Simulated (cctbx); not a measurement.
**A crystallographic session in cctbx: Na3Sc**

Library: cctbx 2025.11. The data are simulated by the first script.

## 1. Simulate the data

run.py:

```python
from cctbx import adptbx, crystal, miller, sgtbx, xray
from cctbx.array_family import flex
from iotbx.shelx import hklf
from scitbx import matrix
import scitbx.random

cs = crystal.symmetry(unit_cell=(7.768, 7.768, 7.768, 90, 90, 90), space_group_symbol='Hall: -F 4 2 3')  # Fm-3m
atoms = [  # label, site, U (iso, or U11 U22 U33 U12 U13 U23 in A^2), occupancy
    ("Sc1", (0, 0, 0), 0.0196, 1),
    ("Na1", (0.5, 0, 0), 0.0256, 1),
    ("Na2", (0.25, 0.25, 0.75), 0.0249, 1),
]
xs = xray.structure(crystal_symmetry=cs)
for label, site, u, occ in atoms:
    u = adptbx.u_cif_as_u_star(cs.unit_cell(), u) if isinstance(u, tuple) else u
    xs.add_scatterer(xray.scatterer(label, site=site, u=u, occupancy=occ))
xs.set_inelastic_form_factors(0.71073, "sasaki")
xs.show_summary()
p1 = xs.expand_to_p1()
ms = miller.build_set(p1, anomalous_flag=True, d_min=0.6)
flex.set_random_seed(222468)
scitbx.random.set_random_seed(222468)
ms = ms.select(flex.random_double(ms.size()) < 0.8)
i = ms.structure_factors_from_scatterers(p1, algorithm="direct").f_calc().as_intensity_array().data()
i = i / flex.sqrt(1 + 0.1 * i / flex.max(i))  # extinction
i = i * 5000 / flex.max(i)
sig = flex.sqrt(i + flex.pow2(0.06 * i) + 8 ** 2)
noise = scitbx.random.variate(scitbx.random.normal_distribution())(i.size())
data = ms.array(data=i + sig * noise, sigmas=sig).set_observation_type_xray_intensity()
with open("data.hkl", "w") as f:
    data.export_as_shelx_hklf(f)
print("reflections written:", data.size(), " <I/sigma> = %.1f" % flex.mean(data.data() / data.sigmas()))
for h, a, b in list(data.sort("data"))[:12]:
    print("%4d%4d%4d %9.1f %7.1f" % (h + (a, b)))
```

```console
$ python run.py
```

```text
Number of scatterers: 3
At special positions: 3
Unit cell: (7.768, 7.768, 7.768, 90, 90, 90)
Space group: F m -3 m (No. 225)
reflections written: 7253  <I/sigma> = 1.2
  -2  -2   0    5708.5   308.3
   2   0   2    5317.0   308.3
  -2   2   0    5106.3   308.3
  -2   0   2    5099.9   308.3
   2  -2   0    5028.5   308.3
   0   2   2    4952.9   308.3
   2   0  -2    4918.2   308.3
  -2   0  -2    4901.5   308.3
   0  -2  -2    4721.6   308.3
   0  -2   2    4617.7   308.3
   0   2  -2    4496.8   308.3
   2   2   0    4454.9   308.3
```

Run time: 0.44 s on 1 thread of Arm Neoverse N1 (shared host), peak memory 0.07 GiB.

## 2. Symmetry

run.py:

```python
from cctbx import crystal, sgtbx, statistics
from cctbx.array_family import flex
from iotbx.shelx import hklf

p1 = crystal.symmetry(unit_cell=(7.768, 7.768, 7.768, 90, 90, 90), space_group_symbol="P 1")
raw = hklf.reader(file_name="data.hkl").as_miller_arrays(crystal_symmetry=p1, anomalous=True)[0]
print(raw.size(), "reflections to d = %.3f A" % raw.d_min())
isig = raw.data() / raw.sigmas()
print("centring   violations  <I/sigma> of those")
best = "P"
for c in "ABCIRF":
    a = raw.customized_copy(space_group_info=sgtbx.space_group_info("Hall: %s 1" % c)).sys_absent_flags().data()
    m = flex.mean(isig.select(a))
    print("%5s %10d of %5d %8.1f" % (c, (isig.select(a) > 4).count(True), a.count(True), m))
    if (isig.select(a) > 4).count(True) < 0.01 * a.count(True):
        best = c
raw = raw.select(~raw.customized_copy(space_group_info=sgtbx.space_group_info("Hall: %s 1" % best)).sys_absent_flags().data())
isig = raw.data() / raw.sigmas()
rows = []
for s in sgtbx.space_group_symbol_iterator():
    g = sgtbx.space_group(s)
    if g.conventional_centring_type_symbol() != best or not g.is_compatible_unit_cell(p1.unit_cell(), 1e-3, 0.02):
        continue
    rows.append((s, g))
print("Laue class    unique    Rint  (classes that these axes allow; Friedel mates merged)")
rint = {}
for s, g in rows:
    laue = g.build_derived_patterson_group()
    key = laue.type().hall_symbol()
    if key not in rint:
        m = raw.customized_copy(space_group_info=laue.info(), anomalous_flag=False).merge_equivalents()
        rint[key] = m.r_int()
        print("%-14s %6d %7.3f" % (laue.type().lookup_symbol(), m.array().size(), m.r_int()))
floor = min(rint.values())
good = [(s, g) for s, g in rows if rint[g.build_derived_patterson_group().type().hall_symbol()] < 2 * floor + 0.03]
top = max(g.build_derived_patterson_group().order_z() for s, g in good)
print("space group    extra absences  I>4sigma  <I/sigma>")
for s, g in good:
    laue = g.build_derived_patterson_group()
    if laue.order_z() != top:
        continue
    a = raw.customized_copy(space_group_info=g.info()).sys_absent_flags().data()
    a &= ~raw.customized_copy(space_group_info=laue.info()).sys_absent_flags().data()
    bad = (isig.select(a) > 4).count(True)
    if bad <= 0.03 * a.count(True):
        print("%-16s %8d %10d %9s  %s" % (s.universal_hermann_mauguin(), a.count(True), bad, "%.1f" % flex.mean(isig.select(a)) if a.count(True) else "-", "centric" if g.is_centric() else "acentric"))
laue = max(good, key=lambda t: t[1].build_derived_patterson_group().order_z())[1].build_derived_patterson_group()
f = raw.customized_copy(space_group_info=laue.info(), anomalous_flag=False).merge_equivalents().array().eliminate_sys_absent().f_sq_as_f()
f.set_observation_type_xray_amplitude()
bins = max(3, min(8, f.size() // 12))
f.setup_binner(n_bins=bins)
w = statistics.wilson_plot(f, {e: n / laue.order_z() for e, n in {'Sc': 4.0, 'Na': 12.0}.items()}, e_statistics=True)
print("Wilson B = %.2f A^2   <|E^2-1|> = %.3f (0.968 centric, 0.736 acentric)   E^2>4: %.1f %%" % (w.wilson_b, w.mean_e_sq_minus_1, w.percent_e_sq_gt_2))
print("shell (A)         n   <I/sigma>")
m = raw.customized_copy(space_group_info=laue.info(), anomalous_flag=False).merge_equivalents().array().eliminate_sys_absent()
for b in m.setup_binner(n_bins=bins).range_used():
    sel = m.binner().selection(b)
    print("%5.2f - %4.2f %6d %8.1f" % (min(m.binner().bin_d_range(b)[0] if m.binner().bin_d_range(b)[0] > 0 else 99, 99), m.binner().bin_d_range(b)[1], sel.count(True), flex.mean((m.data() / m.sigmas()).select(sel))))
```

```console
$ python run.py
```

```text
7253 reflections to d = 0.603 A
centring   violations  <I/sigma> of those
    A          0 of  3618     -0.0
    B          0 of  3624      0.0
    C          0 of  3642      0.0
    I        224 of  3601      0.7
    R        496 of  4841      1.2
    F          0 of  5442     -0.0
Laue class    unique    Rint  (classes that these axes allow; Friedel mates merged)
F m m m           334   0.079
F m -3            116   0.085
F m -3 m           83   0.085
space group    extra absences  I>4sigma  <I/sigma>
F 4 3 2                 0          0         -  acentric
F -4 3 m                0          0         -  acentric
F m -3 m                0          0         -  centric
Wilson B = 1.66 A^2   <|E^2-1|> = 0.773 (0.968 centric, 0.736 acentric)   E^2>4: 0.0 %
shell (A)         n   <I/sigma>
 4.48 - 1.10     19     31.3
 1.10 - 0.87     15     24.5
 0.87 - 0.76     12     20.4
 0.76 - 0.69     12     19.9
 0.69 - 0.64     13     14.3
 0.64 - 0.61     12     10.8
```

Time: 0.51 s.

## 3. Charge flipping

run.py:

```python
import itertools
from cctbx import crystal, maptbx
from cctbx.array_family import flex
from iotbx.shelx import hklf
from smtbx.ab_initio import charge_flipping as cf

cs = crystal.symmetry(unit_cell=(7.768, 7.768, 7.768, 90, 90, 90), space_group_symbol='Hall: -F 4 2 3')  # Fm-3m
raw = hklf.reader(file_name="data.hkl").as_miller_arrays(crystal_symmetry=cs, anomalous=True)[0]
merged = raw.eliminate_sys_absent().merge_equivalents()
fo2 = merged.array().set_observation_type_xray_intensity()
f = fo2.average_bijvoet_mates().f_sq_as_f().resolution_filter(d_min=0.6)
p1 = f.expand_to_p1()
p1.setup_binner_counting_sorted(reflections_per_bin=max(40, p1.size() // 12))
work = p1.array(data=p1.data() / p1.amplitude_quasi_normalisations().data())
flex.set_random_seed(40757)
it = cf.weak_reflection_improved_iterator(delta=None, weak_reflection_fraction=0.2)
it.start(work, phases=flex.random_double(p1.size()) * 6.2832, f_000=0)
it.delta = 1.1 * it.rho_map.sigma()
print("cycle      R  skewness")
for n, st in enumerate(itertools.islice(it, 300)):
    if n % 25 == 0:
        print("%5d %6.3f %8.2f" % (n, st.r1_factor(), st.rho_map.skewness()))
rho = p1.phase_transfer(it.f_calc).fft_map().apply_volume_scaling()
polish = cf.low_density_elimination_iterator(constant_rho_c=rho.sigma())
polish.start(f_obs=p1, phases=it.f_calc, f_000=0)
for _ in range(8):
    next(polish)
print("origin shift          correlation  skewness")
maps = []
for fc, shift, cc in itertools.islice(cf.f_calc_symmetrisations(f, polish.f_calc, 0), 4):
    m = f.phase_transfer(fc).fft_map(symmetry_flags=maptbx.use_space_group_symmetry, resolution_factor=0.25).apply_sigma_scaling()
    maps.append((m.skewness(), cc, m))
    print("%6.3f %6.3f %6.3f %10.3f %9.2f" % (tuple(shift) + (cc, m.skewness())))
skew, cc, m = max((t for t in maps if t[1] > maps[0][1] - 0.04), key=lambda t: t[0])
print("taken: symmetry correlation %.3f, skewness %.2f" % (cc, skew))
peaks = m.peak_search(parameters=maptbx.peak_search_parameters(min_distance_sym_equiv=0.9, max_clusters=8)).all()
sps = cs.special_position_settings(min_distance_sym_equiv=0.5)
print("peak      x       y       z  mult  height/sigma")
for k, (x, h) in enumerate(zip(peaks.sites(), peaks.heights())):
    ss = sps.site_symmetry(x)
    print("Q%-3d %7.4f %7.4f %7.4f %4d %8.1f" % ((k + 1,) + tuple(t % 1 for t in ss.exact_site()) + (ss.multiplicity(), h)))
```

```console
$ python run.py
```

```text
cycle      R  skewness
    0  0.436     0.67
   25  0.135     6.98
   50  0.116     6.45
   75  0.115     6.13
  100  0.110     5.99
  125  0.109     5.93
  150  0.113     5.85
  175  0.109     5.82
  200  0.109     5.76
  225  0.109     5.72
  250  0.111     5.72
  275  0.110     5.67
origin shift          correlation  skewness
 0.067  0.123  0.349      0.977      0.68
 0.317  0.367  0.096      0.959      0.70
 0.321  0.065  0.197      0.991      9.03
 0.071  0.316  0.447      0.991      9.87
taken: symmetry correlation 0.991, skewness 9.87
peak      x       y       z  mult  height/sigma
Q1    0.0000  0.0000  0.0000    4     23.9
Q2    0.2500  0.2500  0.2500    8     16.5
Q3    0.0000  0.0000  0.5000    4     10.4
Q4    0.0000  0.0000  0.2953   24      2.6
Q5    0.0000  0.1903  0.3097   48      0.7
Q6    0.1075  0.1075  0.1075   32      0.7
Q7    0.1568  0.1568  0.3432   32      0.3
Q8    0.0000  0.1481  0.1481   48      0.3
```

Time: 3.5 s.

## 4. Refinement (model from the peaks)

run.py:

```python
import math
from cctbx import adptbx, crystal, maptbx, sgtbx, xray
from cctbx.array_family import flex
from cctbx.xray import observations
from iotbx.shelx import hklf
from scitbx.lstbx import normal_eqns_solving
from smtbx import absolute_structure, utils
from smtbx.refinement import constraints, least_squares

cs = crystal.symmetry(unit_cell=(7.768, 7.768, 7.768, 90, 90, 90), space_group_symbol='Hall: -F 4 2 3')  # Fm-3m
atoms = [  # label, site, U (iso, or U11 U22 U33 U12 U13 U23 in A^2), occupancy
    ("Sc1", (0, 0, 0), 0.0200, 1),
    ("Na1", (0.25, 0.25, 0.25), 0.0200, 1),
    ("Na2", (0, 0, 0.5), 0.0200, 1),
]
xs = xray.structure(crystal_symmetry=cs)
for label, site, u, occ in atoms:
    u = adptbx.u_cif_as_u_star(cs.unit_cell(), u) if isinstance(u, tuple) else u
    xs.add_scatterer(xray.scatterer(label, site=site, u=u, occupancy=occ))
xs.set_inelastic_form_factors(0.71073, "sasaki")
raw = hklf.reader(file_name="data.hkl").as_miller_arrays(crystal_symmetry=cs, anomalous=True)[0]
merged = raw.eliminate_sys_absent().merge_equivalents()
fo2 = merged.array().set_observation_type_xray_intensity()
print("Rint %.3f, %d unique reflections to %.2f A" % (merged.r_int(), fo2.size(), fo2.d_min()))
for sc in xs.scatterers():
    sc.flags.set_grad_site(True)
    sc.flags.set_grad_u_aniso(sc.flags.use_u_aniso())
    sc.flags.set_grad_u_iso(sc.flags.use_u_iso())
obs = fo2.as_xray_observations()
extra = {}
rep = constraints.reparametrisation(xs, [], utils.connectivity_table(xs), **extra)
ls = least_squares.crystallographic_ls(obs, rep, weighting_scheme=least_squares.mainstream_shelx_weighting(a=0, b=0))
print("cycle     R1     wR2    GooF  max shift (A)")
for cycle in range(6):
    ls.build_up()
    r1, wr2, goof = ls.r1_factor(cutoff_factor=2)[0], ls.wR2(), ls.goof()
    old = xs.sites_cart()
    normal_eqns_solving.levenberg_marquardt_iterations(ls, n_max_iterations=3, tau=0.0001, step_threshold=1e-7)
    big = flex.max((xs.sites_cart() - old).norms())
    print("%4d %7.4f %7.4f %7.3f %9.5f" % (cycle + 1, r1, wr2, goof, big))
    ls.build_up(objective_only=True)
    if abs(ls.wR2() - wr2) < 5e-5 and big < 5e-4:
        break
ls.build_up()
print("final R1 %.4f wR2 %.4f GooF %.3f  parameters %d  data/parameter %.1f" % (ls.r1_factor(cutoff_factor=2)[0], ls.wR2(), ls.goof(), ls.n_parameters, fo2.size() / ls.n_parameters))
cov = ls.covariance_matrix_and_annotations()
su = dict(zip(cov.annotations, (math.sqrt(max(v, 0)) for v in cov.matrix.matrix_packed_u_diagonal())))
a2 = cs.unit_cell().reciprocal_parameters()[0] ** -2
print("atom        x        y        z      Ueq    occ   su(xyz)  su(Uiso or U11)")
for sc in xs.scatterers():
    s = max(su.get(sc.label + k, 0) for k in (".x", ".y", ".z"))
    npd = "" if sc.is_positive_definite_u(cs.unit_cell()) else "  NPD"
    print("%-5s %8.5f %8.5f %8.5f %8.4f %6.3f %8.5f %7.4f%s" % ((sc.label,) + sc.site + (sc.u_iso_or_equiv(cs.unit_cell()), sc.occupancy, s, su.get(sc.label + ".uiso", su.get(sc.label + ".u11", 0) * a2), npd)))
fo = fo2.f_sq_as_f()
fc = fo.structure_factors_from_scatterers(xs, algorithm="direct").f_calc()
diff = fo.f_obs_minus_f_calc(1 / math.sqrt(ls.scale_factor()), fc).average_bijvoet_mates()
m = diff.fft_map(symmetry_flags=maptbx.use_space_group_symmetry, resolution_factor=0.25).apply_volume_scaling()
print("difference map: max %.2f min %.2f rms %.2f" % (m.statistics().max(), m.statistics().min(), m.statistics().sigma()))
peaks = m.peak_search(parameters=maptbx.peak_search_parameters(min_distance_sym_equiv=0.6, max_clusters=5)).all()
near = xs.closest_distances(peaks.sites(), distance_cutoff=4)
sps = cs.special_position_settings(min_distance_sym_equiv=0.5)
for k, (x, h) in enumerate(zip(peaks.sites(), peaks.heights())):
    ss = sps.site_symmetry(x)
    print("Q%-3d %7.4f %7.4f %7.4f %4d %7.2f  %.2f A from %s" % ((k + 1,) + tuple(t % 1 for t in ss.exact_site()) + (ss.multiplicity(), h, near.smallest_distances[k], xs.scatterers()[near.i_seqs[k]].label)))
```

```console
$ python run.py
```

```text
Rint 0.085, 83 unique reflections to 0.61 A
cycle     R1     wR2    GooF  max shift (A)
   1  0.0646  0.1301   3.561   0.00000
   2  0.0172  0.0328   0.899   0.00000
final R1 0.0172 wR2 0.0328 GooF 0.899  parameters 3  data/parameter 27.7
atom        x        y        z      Ueq    occ   su(xyz)  su(Uiso or U11)
Sc1    0.00000  0.00000  0.00000   0.0197  1.000  0.00000  0.0002
Na1    0.25000  0.25000  0.25000   0.0250  1.000  0.00000  0.0002
Na2    0.00000  0.00000  0.50000   0.0260  1.000  0.00000  0.0003
difference map: max 0.16 min -0.22 rms 0.05
Q1    0.0000  0.1231  0.1231   48    0.17  1.35 A from Sc1
Q2    0.0529  0.0529  0.1708   96    0.12  1.45 A from Sc1
Q3    0.0450  0.2147  0.2147   96    0.12  1.64 A from Na1
Q4    0.0000  0.1142  0.2250   96    0.12  1.96 A from Sc1
Q5    0.1338  0.1338  0.3662   32    0.10  1.56 A from Na1
```

Time: 0.64 s.

## 5. Refinement (anisotropic displacement)

run.py, as its changes from the last script of this kind:

```diff
@@ -12,3 +12,3 @@
-    ("Sc1", (0, 0, 0), 0.0200, 1),
-    ("Na1", (0.25, 0.25, 0.25), 0.0200, 1),
-    ("Na2", (0, 0, 0.5), 0.0200, 1),
+    ("Sc1", (0, 0, 0), 0.0197, 1),
+    ("Na1", (0.25, 0.25, 0.25), 0.0250, 1),
+    ("Na2", (0, 0, 0.5), 0.0260, 1),
@@ -20,0 +21 @@
+xs.convert_to_anisotropic()
@@ -34 +35 @@
-for cycle in range(6):
+for cycle in range(8):
@@ -38 +39 @@
-    normal_eqns_solving.levenberg_marquardt_iterations(ls, n_max_iterations=3, tau=0.0001, step_threshold=1e-7)
+    normal_eqns_solving.levenberg_marquardt_iterations(ls, n_max_iterations=3, tau=1e-06, step_threshold=1e-7)
@@ -59 +60 @@
-peaks = m.peak_search(parameters=maptbx.peak_search_parameters(min_distance_sym_equiv=0.6, max_clusters=5)).all()
+peaks = m.peak_search(parameters=maptbx.peak_search_parameters(min_distance_sym_equiv=0.6, max_clusters=6)).all()
```

```console
$ python run.py
```

```text
Rint 0.085, 83 unique reflections to 0.61 A
cycle     R1     wR2    GooF  max shift (A)
   1  0.0173  0.0329   0.899   0.00000
final R1 0.0172 wR2 0.0328 GooF 0.899  parameters 3  data/parameter 27.7
atom        x        y        z      Ueq    occ   su(xyz)  su(Uiso or U11)
Sc1    0.00000  0.00000  0.00000   0.0197  1.000  0.00000  0.0002
Na1    0.25000  0.25000  0.25000   0.0250  1.000  0.00000  0.0002
Na2    0.00000  0.00000  0.50000   0.0260  1.000  0.00000  0.0003
difference map: max 0.16 min -0.22 rms 0.05
Q1    0.0000  0.1231  0.1231   48    0.17  1.35 A from Sc1
Q2    0.0529  0.0529  0.1708   96    0.12  1.45 A from Sc1
Q3    0.0450  0.2147  0.2147   96    0.12  1.64 A from Na1
Q4    0.0000  0.1142  0.2250   96    0.12  1.96 A from Sc1
Q5    0.1338  0.1338  0.3662   32    0.10  1.56 A from Na1
Q6    0.0000  0.0000  0.2607   24    0.10  1.86 A from Na2
```

Run time: 0.61 s on 1 thread of Arm Neoverse N1, with other jobs on the host, peak memory 0.09 GiB.

[Logs are printed without paths, hosts, clocks, repeated set-up lines and the standing remarks that a program may print on its own settings, such as how far it seeks lower states.]
